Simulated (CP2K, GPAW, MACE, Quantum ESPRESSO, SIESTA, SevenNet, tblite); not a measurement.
## Finding the fault: CP2K, twisted graphene bilayer, 46.83° (76 atoms)

Program: CP2K 2026.2, a calculation on a cell of 76 C, with vacuum.

Input file input.inp:

```
&GLOBAL
  PROJECT cell
  RUN_TYPE ENERGY_FORCE
  PRINT_LEVEL LOW
&END GLOBAL
&FORCE_EVAL
  METHOD QS
  &DFT
    BASIS_SET_FILE_NAME BASIS_MOLOPT_UZH
    POTENTIAL_FILE_NAME POTENTIAL_UZH
    &MGRID
      CUTOFF 450
      REL_CUTOFF 50
    &END MGRID
    &QS
      EPS_DEFAULT 1.0E-12
    &END QS
    &SCF
      SCF_GUESS ATOMIC
      EPS_SCF 1.0E-06
      MAX_SCF 50
      ADDED_MOS 34
      &DIAGONALIZATION
        ALGORITHM STANDARD
      &END DIAGONALIZATION
      &SMEAR ON
        METHOD FERMI_DIRAC
        ELECTRONIC_TEMPERATURE [K] 580
      &END SMEAR
      &MIXING
        METHOD DIRECT_P_MIXING
        ALPHA 1.0
      &END MIXING
      &PRINT
        &RESTART OFF
        &END RESTART
      &END PRINT
    &END SCF
    &XC
      &XC_FUNCTIONAL PBE
      &END XC_FUNCTIONAL
    &END XC
    &PRINT
      &MULLIKEN ON
      &END MULLIKEN
      &HIRSHFELD ON
        SHAPE_FUNCTION DENSITY
      &END HIRSHFELD
      &MO ON
        EIGENVALUES T
        OCCUPATION_NUMBERS T
        MO_INDEX_RANGE 141 164
        &EACH
          QS_SCF 0
        &END EACH
        ADD_LAST NUMERIC
      &END MO
    &END PRINT
  &END DFT
  &SUBSYS
    &CELL
      A 10.72290 0.00000 0.00000
      B -5.36145 9.28630 0.00000
      C 0.00000 0.00000 17.43000
    &END CELL
    &COORD
      C -2.26082 7.17942 7.00198
      C -1.42507 6.04260 7.02568
      C 2.82827 0.30961 7.01540
      C -1.71872 8.46437 7.03789
      C 0.60799 1.31643 7.02690
      C 1.39167 0.19771 6.99379
      C 0.26271 3.74888 7.03056
      C 1.16461 2.61725 7.00181
      C 0.03871 6.18579 7.00599
      C 0.86512 5.08351 7.01714
[... 62 atom lines left out ...]
      C 8.21245 2.77735 10.39612
      C 7.59755 4.10167 10.41983
      C 6.48349 6.67276 10.42000
      C 5.93727 7.97489 10.39316
    &END COORD
    &KIND C
      BASIS_SET DZVP-MOLOPT-PBE-GTH-q4
      POTENTIAL GTH-PBE-q4
    &END KIND
  &END SUBSYS
  &PRINT
    &FORCES ON
    &END FORCES
  &END PRINT
&END FORCE_EVAL
```

The run is started by

```bash
> OMP_NUM_THREADS=1 mpirun -np 4 cp2k.psmp -i input.inp > output.txt
```

Numbers of over 12 decimals in the logs are rounded to 6 here.

The program printed:

```text
CP2K| version string:                                       CP2K version 2026.2
 CP2K| Input file name                                                 input.inp
 GLOBAL| Basis set file name                                    BASIS_MOLOPT_UZH
 GLOBAL| Potential file name                                       POTENTIAL_UZH
 GLOBAL| Run type                                                   ENERGY_FORCE
 GLOBAL| Total number of message passing processes                             4
 GLOBAL| Number of threads for this process                                    1
 TOTAL NUMBERS AND MAXIMUM NUMBERS
  Total number of            - Atomic kinds:                                   1
                             - Atoms:                                         76
                             - Shell sets:                                    76
                             - Shells:                                       380
                             - Primitive Cartesian functions:                380
                             - Cartesian basis functions:                   1064
                             - Spherical basis functions:                    988
  Maximum angular momentum of- Orbital basis functions:                        2
                             - Local part of the GTH pseudopotential:          2
                             - Non-local part of the GTH pseudopotential:      0
 SCF PARAMETERS         Density guess:                                    ATOMIC
                        max_scf:                                              50
                        eps_scf:                                        1.00E-06
                        added MOs                                        34    0
                        Mixing method:                           DIRECT_P_MIXING
                        Smear method:                                FERMI_DIRAC
                        Electronic temperature [K]:                        580.0
                        Electronic temperature [a.u.]:                  1.84E-03
                        Accuracy threshold:                             1.00E-10
 Extrapolation method: initial_guess
 Number of electrons:                                                        304
 Number of occupied orbitals:                                                152
 Number of molecular orbitals:                                               186
 Number of orbital functions:                                                988
 Number of independent orbital functions:                                    988
 SCF WAVEFUNCTION OPTIMIZATION
  Step     Update method      Time    Convergence         Total energy    Change
     1 P_Mix/Diag. 0.10E+01    3.2     0.74938964      -435.1601845623 -4.35E+02
     2 P_Mix/Diag. 0.10E+01    5.1     0.14095990      -432.3084710526  2.85E+00
     3 P_Mix/Diag. 0.10E+01    5.1     0.17110661      -432.6666338328 -3.58E-01
[...]
49 P_Mix/Diag. 0.10E+01    5.1     5.92071437      1781.0313492470 -6.89E-01
    50 P_Mix/Diag. 0.10E+01    5.1     5.92075910      1781.7209157293  6.90E-01
  Leaving inner SCF loop after reaching    50 steps.
  Electronic density on regular grids:       -303.9999999997        0.0000000003
  Core density on regular grids:              303.9999999997       -0.0000000003
  Total charge density on r-space grids:        0.0000000000
  Total charge density g-space grids:           0.0000000000
  Overlap energy of the core charge distribution:               1.74118e-05
  Self energy of the core charge distribution:              -1013.210477
  Core Hamiltonian energy:                                    573.588540
  Hartree energy:                                            2402.706972
  Exchange-correlation energy:                               -181.360737
  Electronic entropic energy:                                  -0.000562145
  Fermi energy:                                               -11.660157
  Total energy:                                              1781.720916
  Total energy (extrapolated to T->0):                       1781.721197
 *   ___                                                                       *
 *  /   \                                                                      *
 * [ABORT]                                                                     *
 *  \___/     SCF run NOT converged. To continue the calculation regardless,   *
 *    |             please set the keyword IGNORE_CONVERGENCE_FAILURE.         *
 *  O/|                                                                        *
 * /| |                                                                        *
```

It took 4.3 min on 4 MPI ranks of Arm Neoverse V1, shared host; peak memory 2.8 GiB.

Banners, paths, timers and routine set-up lines are dropped from the logs unmarked, and long logs keep their key lines alone; longer cuts are marked.

Q: Name the fault.

Mixing far too strong: mixer DIRECT_P_MIXING and mixing weight 1.0.

The run ended unconverged.

[Also dropped from logs without a mark: logging warnings of Python, and SIESTA's first energy breakdown and zero terms.]

[Logs are printed without paths, hosts, clocks, repeated set-up lines and the standing remarks that a program may print on its own settings, such as how far it seeks lower states.]

[Hosts, paths, dates, database ids (printed as entryN), source tags and the programs' standing remarks are cut or masked in the printed files.]
